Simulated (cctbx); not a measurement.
# Interatomic vectors of TmCr3Co2

Space group P6/mmm (no. 191), a = 8.5790 Å, b = 8.5790 Å, c = 3.8430 Å, α = 90.00°, β = 90.00°, γ = 120.00°, content Tm3 Co6 Cr9.

The data are simulated with cctbx, not measured: Mo Kα, λ = 0.71073 Å, to d = 0.65 Å, 70 % of the full sphere, strongest reflection 5000 counts, noise from counting, a 4 % proportional error and a noise floor of 2 counts (s.d.); no absorption, some extinction.

Patterson synthesis, origin scaled to 1000:

```text
Patterson group P 6/m m m
      u       v       w   height  length (A)
  0.000   0.000   0.000   1000.0     0.00
  0.333   0.667   0.500    452.7     5.31
  0.333   0.667   0.000    344.9     4.95
  0.159   0.317   0.500    233.0     3.04
  0.000   0.500   0.500    202.7     4.70
  0.176   0.351   0.000    202.2     2.61
  0.000   0.500   0.000    177.2     4.29
  0.000   0.352   0.000    129.5     3.02
  0.000   0.294   0.500    105.2     3.17
  0.091   0.181   0.500     52.0     2.35
  0.160   0.500   0.500     46.6     4.25
  0.000   0.204   0.500     18.2     2.60
  0.000   0.000   0.222     12.3     0.85
  0.000   0.098   0.106     10.3     0.94
```

**Question.** Which atom pairs make the peaks, and where is the heaviest atom?

A peak at u stands for all pairs with xi − xj = u, with weight Σ ZiZj against Σ Z² = 23841 at the origin. Peak heights follow these weights only roughly, since form factors, motion and series ripples differ, all vectors within 0.55 Å of a peak are counted as merged into it though the farther ones add only part of their weight, and F(000) is left out, which lowers the whole map:

| u | v | w | shortest length (Å) | height | 1000 ΣZiZj/ΣZ² | pairs in the cell |
| --- | --- | --- | --- | --- | --- | --- |
| 0.333 | 0.667 | 0.500 | 5.31 | 453 | 399 | 2 × Tm–Tm |
| 0.333 | 0.667 | 0.000 | 4.95 | 345 | 455 | 1 × Tm–Tm, 6 × Co–Cr, 3 × Co–Co |
| 0.159 | 0.317 | 0.500 | 3.04 | 233 | 295 | 2 × Tm–Co, 2 × Tm–Cr |
| 0.000 | 0.500 | 0.500 | 4.70 | 203 | 313 | 4 × Tm–Co |
| 0.176 | 0.351 | 0.000 | 2.61 | 202 | 326 | 2 × Tm–Co, 4 × Co–Cr, 2 × Co–Co |
| 0.000 | 0.500 | 0.000 | 4.29 | 177 | 310 | 2 × Tm–Cr, 4 × Co–Co, 2 × Cr–Cr |
| 0.000 | 0.352 | 0.000 | 3.02 | 130 | 350 | 4 × Tm–Cr, 3 × Cr–Cr |
| 0.000 | 0.294 | 0.500 | 3.17 | 105 | 139 | 2 × Tm–Cr |
| 0.091 | 0.181 | 0.500 | 2.35 | 52 | 109 | 4 × Co–Cr |
| 0.160 | 0.500 | 0.500 | 4.25 | 47 | 157 | 4 × Co–Cr, 2 × Cr–Cr |

The table stops at ten peaks or at a height of 45, below which ripples compete. In the model behind the data Tm, the heaviest element, has 2 independent sites: (0, 0, 0) and (1/3, 2/3, 1/2), up to an allowed shift of origin; the Tm–Tm vectors are differences of these positions and their symmetry mates. The whole model:

```
atom  mult.       x       y    z  Ueq (Å²)
 Tm1      1       0       0    0    0.0056
 Tm2      2     1/3     2/3  1/2    0.0050
 Co1      6  0.1797  0.3593    0    0.0088
 Cr1      6  0.2938       0  1/2    0.0069
 Cr2      3     1/2       0    0    0.0066
```

The model is made up (kin elements in a known structure type, no relaxation), so it says nothing on whether the phase exists.

[Logs are printed without paths, hosts, clocks, repeated set-up lines and the standing remarks that a program may print on its own settings, such as how far it seeks lower states.]
